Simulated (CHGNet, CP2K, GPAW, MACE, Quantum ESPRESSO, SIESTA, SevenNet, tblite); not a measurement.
# tblite on amorphous carbon (111 atoms): settings against a plane-wave reference

Wanted: tblite inputs and outputs for amorphous carbon (111 atoms), checked against a plane-wave reference.

Calculated with tblite 0.8.0; the method is named at each step.

### Step 1. Set-up

The cell holds 111 atoms: 111 C. Cell: a = 8.867 Å, b = 8.867 Å, c = 8.867 Å, α = 90.0°, β = 90.0°, γ = 90.0°. 111 atoms (111 C) placed at random at 3.18 g/cm³, melted at 6000 K for 10 ps at fixed volume with the Tersoff potential (Tersoff, Phys. Rev. B 39, 5566 (1989)). Quenched from 6000 K to 300 K at 100 K/ps and fixed volume, annealed at 1500 K for 20 ps, held 5 ps. Then every atom was moved at random, 0.02 Å r.m.s. a Cartesian component.

The yardstick, on the same geometry:

* method: Kohn-Sham DFT, PBE, SSSP efficiency 1.3.0 pseudopotentials, plane waves (Quantum ESPRESSO 7.5); sssp-pbe-1.3.0-efficiency, cutoffs 45/360 Ry, Γ point
* r.m.s. force component: 1.672 eV/Å
* longest force: 8.692 eV/Å
* pressure: 19.11 GPa
* time: 68 s on 4 MPI ranks of Arm Neoverse V1, shared host
* CPU time: 4.6 min

### Step 2. GFN1-xTB

Method: GFN1-xTB tight binding, diagonalisation.

The input, run.py:

```python
import numpy as np
from ase.io import read
from tblite.ase import TBLite

atoms = read("structure.xyz")
atoms.calc = TBLite(method="GFN1-xTB", electronic_temperature=580, accuracy=1.0, max_iterations=250, mixer_damping=0.1, verbosity=1)
energy = atoms.get_potential_energy()
forces = atoms.get_forces()
print(f"energy {energy:.6f} eV")
print("forces (eV/A)")
for i, (a, f) in enumerate(zip(atoms, forces)):
    print(f"{i:4d} {a.symbol:2s} {f[0]:10.5f} {f[1]:10.5f} {f[2]:10.5f}")
stress = -atoms.get_stress(voigt=False) * 160.21766
print("stress (GPa, compression positive)")
for row in stress:
    print(" ".join(f"{x:10.4f}" for x in row))
print("charges (e)")
print(np.array2string(atoms.get_charges(), precision=4, suppress_small=True, max_line_width=110, threshold=100000))
```

The input, structure.xyz:

```xyz
111
Lattice="8.86660 0.00000 0.00000 0.00000 8.86660 0.00000 0.00000 0.00000 8.86660" Properties=species:S:1:pos:R:3 pbc="T T T"
C 7.05063 3.76316 3.30600
C 8.08226 5.98105 2.88634
C 4.90607 8.39126 2.81213
C 6.49860 1.15807 1.70274
C 1.41396 3.95167 2.29450
C 0.58245 1.36253 5.44684
C 8.31128 8.38834 6.36161
C 2.09686 5.37564 0.14204
C 1.29798 0.60958 7.67644
C 6.60491 3.92356 7.97515
C 5.40162 0.91619 2.75166
C 4.27831 4.03218 3.73905
C 5.64528 3.22203 3.70775
C 7.20447 8.42238 8.59768
C 3.87648 3.49849 8.26766
C 0.44032 0.57553 0.08707
C 8.38736 3.23711 4.13653
C 8.12677 1.98337 4.81093
C 4.50033 2.62451 7.31459
C 4.60177 4.25109 1.34896
C 1.59980 6.82187 4.75436
C 6.69606 8.71808 4.51345
C 3.93118 0.87017 0.41948
C 1.45102 4.96716 7.60205
C 6.84466 3.75048 6.41321
C 7.10445 6.93377 8.17944
C 1.18963 0.53785 2.82428
C 5.77021 0.40671 5.73704
C 7.44280 1.00751 3.96115
C 2.97802 7.42507 4.52897
C 5.25621 7.78940 1.40243
C 0.08858 7.07422 6.73507
C 8.45989 6.35283 7.87106
C 4.32779 2.80114 5.90303
C 3.08469 5.76896 2.47121
C 1.96475 1.96174 5.28396
C 6.12097 6.66910 1.64014
C 8.19779 8.35695 1.96963
C 6.34352 6.87215 6.93953
C 7.03254 6.65979 5.68447
C 3.68735 6.44132 7.20030
C 4.36379 5.00289 2.56156
C 5.84229 7.81830 3.74667
C 5.14387 0.71873 8.72775
C 2.04978 3.20253 4.47657
C 3.31238 8.61718 5.39577
C 0.34278 7.53058 4.18007
C 4.58270 4.22387 5.33610
C 6.43839 2.65360 8.61266
C 8.18884 4.35155 6.39805
C 5.31739 1.75213 3.85733
C 4.45290 4.83097 0.01534
C 3.40344 8.14911 3.18311
C 1.42539 6.89813 6.23224
C 8.74628 4.88301 7.61375
C 2.95497 0.95812 4.78876
[... 51 atom lines left out ...]
C 5.83591 5.02479 8.59404
C 4.92513 2.90913 1.47256
C 4.92380 7.26715 6.88163
C 7.23080 3.50053 1.87945
```

Run with:

```bash
$ OMP_NUM_THREADS=1 python run.py > output.txt
```

Log:

```text
------------------------------------------------------------
  cycle        total energy    energy error   density error
------------------------------------------------------------
      1     -232.5541777868  -2.3531615E+02   9.0164923E-01
      2     -232.7416128493  -1.8743506E-01   8.0844543E-01
      3     -231.1762606983   1.5653522E+00   2.9597038E-01
      4     -232.2122802053  -1.0360195E+00   1.2663480E-01
      5     -232.6961398897  -4.8385968E-01   5.3478489E-02
      6     -232.7882976665  -9.2157777E-02   2.7384845E-02
      7     -232.8045189148  -1.6221248E-02   1.6852048E-02
      8     -232.8082788836  -3.7599689E-03   7.8997244E-03
      9     -232.8092133149  -9.3443122E-04   3.5383816E-03
     10     -232.8093994046  -1.8608978E-04   1.5830088E-03
     11     -232.8094280225  -2.8617872E-05   9.5350085E-04
     12     -232.8094405723  -1.2549819E-05   4.1061445E-04
     13     -232.8094420848  -1.5124881E-06   2.7611696E-04
     14     -232.8094429422  -8.5734771E-07   1.8727283E-04
     15     -232.8094431029  -1.6077846E-07   1.2683867E-04
     16     -232.8094430793   2.3670367E-08   9.4590384E-05
     17     -232.8094431581  -7.8786513E-08   3.3310257E-05
     18     -232.8094431720  -1.3954036E-08   1.5070766E-05
------------------------------------------------------------
 total:                                   2.779 sec
energy -6335.067628 eV
forces (eV/A)
   0 C    -0.38313   -2.00231    1.65018
   1 C     0.46451    0.31210    1.33282
   2 C    -0.53306    1.20898   -1.07225
   3 C    -0.39732   -2.79610    1.45232
   4 C    -1.25385    1.67159   -0.68459
   5 C     0.20251    0.50344    0.63627
   6 C     0.68572   -1.61959    1.39573
   7 C    -2.39876   -1.63433   -0.42823
   8 C    -0.50087    2.76947    1.89370
   9 C     0.25805   -1.49677   -0.38406
  10 C    -0.81974    1.09942    0.49929
  11 C     1.66189   -1.22334    0.87548
  12 C     0.90280   -0.70830   -1.10992
  13 C     1.21559   -2.69657    0.33031
  14 C     0.22094    2.12831   -0.55583
  15 C     0.48345    2.46804    0.25523
  16 C     0.54278   -0.34917   -3.72062
  17 C    -1.05252   -2.14541    3.57053
  18 C     0.78084    0.66773   -1.17908
  19 C    -0.14756    1.60289   -0.23747
  20 C    -1.60739    0.53892    0.58833
  21 C     0.93763    0.62963    2.83882
  22 C    -2.24642    0.60995    2.55669
  23 C     0.80425    2.51497   -1.11525
[...]
103 C    -0.15100    0.52848   -1.44408
 104 C    -0.39264   -1.32610    1.23734
 105 C     0.59414    3.02925   -2.97903
 106 C     0.84400   -1.82128   -0.97661
 107 C     1.99409    0.04710   -0.38074
 108 C     2.34143   -1.19578    0.71575
 109 C    -0.27253    1.64378   -1.58183
 110 C     1.88596    1.50216   -1.97311
stress (GPa, compression positive)
   11.1151     0.4125     7.8348
    0.4125    15.6827    -9.3225
    7.8348    -9.3225     7.8923
charges (e)
[ 0.0326 -0.0347  0.0164  0.0164  0.0362 -0.0461  0.0362  0.0069  0.0477  0.0206 -0.0148  0.0128 -0.0415
  0.0106 -0.1208 -0.0136  0.0464  0.0541 -0.0037  0.0072  0.0542  0.0289  0.0217 -0.0536  0.0551  0.0584
 -0.102   0.012  -0.0291  0.0317  0.0104  0.009   0.0377  0.0189 -0.0504  0.0277  0.0345  0.0111 -0.0707
 -0.0117  0.0423  0.0616 -0.0103 -0.0735  0.0114 -0.0339 -0.0756  0.0639 -0.036  -0.0427  0.013   0.0609
  0.0167 -0.042   0.0507  0.036   0.0324 -0.0317  0.0106 -0.0299 -0.0622  0.0743  0.0448 -0.0047  0.0104
 -0.0733  0.0451  0.0048 -0.023  -0.0551 -0.0414 -0.0189  0.035  -0.0114  0.0579  0.0057  0.0535  0.0546
  0.0167 -0.0211  0.0074 -0.153   0.064  -0.0047  0.0373  0.0531 -0.1004 -0.0599 -0.0394 -0.0364 -0.0529
  0.0155  0.0618 -0.0147 -0.0237 -0.0243  0.0551 -0.016   0.0792  0.0287 -0.0054  0.0676 -0.0897  0.0331
  0.023  -0.0044 -0.0441  0.009  -0.0502 -0.0473 -0.0464]
```

Wall time 3.4 s (1 thread of Arm Neoverse V1, shared host); peak memory 0.12 GiB.

Banners, paths, timers and routine set-up lines are dropped from the logs unmarked, and long logs keep their key lines alone; longer cuts are marked.

Compared with the plane-wave run:

- r.m.s. force component: 1.813 eV/Å
- r.m.s. difference of force components: 381.3 meV/Å
- longest difference of force vectors: 1609 meV/Å
- force difference over r.m.s. force: 22.81 %
- slope of forces against the reference's: 1.062
- correlation of force components: 0.9793
- pressure: 11.56 GPa
- pressure difference: -7.545 GPa

Local excerpt of 9 atoms (numbers count through the whole input) about C72, which bears the longest force; x, y, z are measured from there.

| atom | x | y | z | distance (Å) | bonds | Mulliken charge (e) | Fx | Fy | Fz (eV/Å) |
| --- | --- | --- | --- | --- | --- | --- | --- | --- | --- |
| C72 | 0.00 | 0.00 | 0.00 | 0.00 | 3 | -0.02 | -8.62 | 0.24 | 5.53 |
| C83 | 1.32 | 0.22 | -0.01 | 1.34 | 4 | 0.06 | 5.42 | -2.66 | 1.29 |
| C17 | -0.56 | -0.90 | -1.01 | 1.47 | 4 | 0.05 | 0.54 | -0.35 | -3.72 |
| C50 | -0.76 | 0.21 | 1.25 | 1.48 | 3 | -0.04 | 2.59 | -0.65 | -5.90 |
| C60 | 1.49 | 1.25 | -0.87 | 2.13 | 3 | -0.03 | 0.62 | 5.92 | -3.29 |
| C45 | 1.97 | -0.94 | -0.67 | 2.28 | 3 | 0.01 | -1.96 | -4.04 | -2.19 |
| C18 | -0.82 | -2.16 | -0.34 | 2.33 | 4 | 0.05 | -1.05 | -2.15 | 3.57 |
| C84 | -1.61 | 0.97 | -1.42 | 2.36 | 3 | 0.00 | -1.38 | 3.14 | -2.73 |
| C25 | -2.10 | -0.39 | 1.26 | 2.49 | 4 | 0.06 | 0.56 | -0.05 | 2.19 |

Atoms are counted from 1 here, from 0 in the log.

Forces lie 23 % from the reference's, at 0.012 times its CPU time (on 1 against 4 cores).

### Step 3. Results

| Quantity | Value |
| --- | --- |
| force difference from the reference | tblite GFN1-xTB, 23 % |
| its CPU time | 3.4 s |

In words: Tight binding differs by 23 % (tblite GFN1-xTB); it is another model, with fitted parameters of its own, and the xTB methods hold dispersion. One electronic-structure run takes under half the reference's CPU time: tblite GFN1-xTB, at 23 % in 3.4 s against 4.6 min; its pressure misses by -7.5 GPa. Periodic xTB results under one method name differ between programs and library versions. The reference's pressure holds the uncorrected Pulay stress of its 45 Ry basis, so small pressure differences, and their order, may be the reference's own error. The quench rate of 100 K/ps is many orders above laboratory rates, so the cell is likely richer in defects and strain than a real sample. The network of bonds at the start is that of the classical potential that made the cell, and needn't be the one that DFT or experiment would give. The reference's stress is far from hydrostatic: its diagonal is 19.2, 22.5, 15.6 GPa, compression counted positive. The electronic-structure runs sample only Γ, in a cell whose shortest periodic width is 9 Å, which is coarse for a cell with partly filled levels.

[Also dropped from logs without a mark: logging warnings of Python, and SIESTA's first energy breakdown and zero terms.]

[Logs are printed without paths, hosts, clocks, repeated set-up lines and the standing remarks that a program may print on its own settings, such as how far it seeks lower states.]

[Hosts, paths, dates, database ids (printed as entryN), source tags and the programs' standing remarks are cut or masked in the printed files.]
